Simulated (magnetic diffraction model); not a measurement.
# Ba2NdSbS6: the ordered moment from one line

Space group Fm-3m (no. 225), a = 9.7980 Å.

| site | atom | x | y | z |
| --- | --- | --- | --- | --- |
| 4b | Nd | 1/2 | 0 | 0 |
| 8c | Ba | 1/4 | 1/4 | 3/4 |
| 4a | Sb | 0 | 0 | 0 |
| 24e | S | 0 | 0 | 0.7646 |

This is a made-up structure (elements placed in a structure type, unrelaxed), so the numbers test the method and describe no known phase.

Only Nd is taken to order (form factors of Nd3+); orders and moment sizes are assumed, and not adapted to the symmetry. Radiation: neutrons of λ = 4.2 Å, 1.5° to 90°; isotropic B of 0.27 Å² (Nd), 0.27 Å² (Ba), 0.29 Å² (Sb) and 0.53 Å² (S). Simulated constant-wavelength pattern: nuclear and magnetic terms add, the magnetic one as |2.695 fm × Σ f S⊥ exp(2πi Q·r) exp(−B s²)|², summed over all Q at one angle with the factor 1/(sin²θ cos θ). For a modulated order the moment at position r is S exp(−2πi k·r) + c.c., with S = m/2 for a sine wave of amplitude m and S = m(u + iv)/2 for moments turning in a plane, u and v being orthogonal unit vectors in it; the phase factor of the sum at Q = H + k is then exp(2πi H·r). Free-ion form factors, Sears's scattering lengths of 1992, no absorption; a label names one of the reflections at its angle. The strongest nuclear line in the range is 100, and lines under 0.2 are left out.

In a first state the assumed order is k = (0 1/6 0), moments turning in the plane of [010] and [001], 3.2 μB on Nd, with this pattern:

| 2θ (°) | index | nuclear | magnetic |
| --- | --- | --- | --- |
| 4.09 | (0 1/6 0) | 0.0 | 223.5 |
| 41.20 | (1 5/6 1) | 0.0 | 13.0 |
| 46.27 | (1 7/6 1) | 0.0 | 11.8 |
| 50.77 | (2 0 0) | 21.8 | 0.0 |
| 50.95 | (2 1/6 0) | 0.0 | 9.6 |
| 55.34 | (0 13/6 0) | 0.0 | 1.4 |
| 71.11 | (2 11/6 0) | 0.0 | 4.7 |
| 74.63 | (2 2 0) | 100.0 | 0.0 |
| 74.78 | (2 1/6 2) | 0.0 | 5.2 |
| 78.39 | (2 13/6 0) | 0.0 | 4.0 |
| 85.49 | (1 17/6 1) | 0.0 | 3.2 |
| 89.00 | (3 5/6 1) | 0.0 | 8.2 |

**Question.** Nearer the ordering temperature the line at 4.09° has total intensity 55.9 on the same scale, and all moments have shrunk alike. How large is the Nd moment?

The nuclear part, 0.0, stays, so the magnetic part is 55.9 against 223.5. It goes as m², so m = 3.2 × √(55.9/223.5) = 1.60 μB; the value used was 1.6 μB.
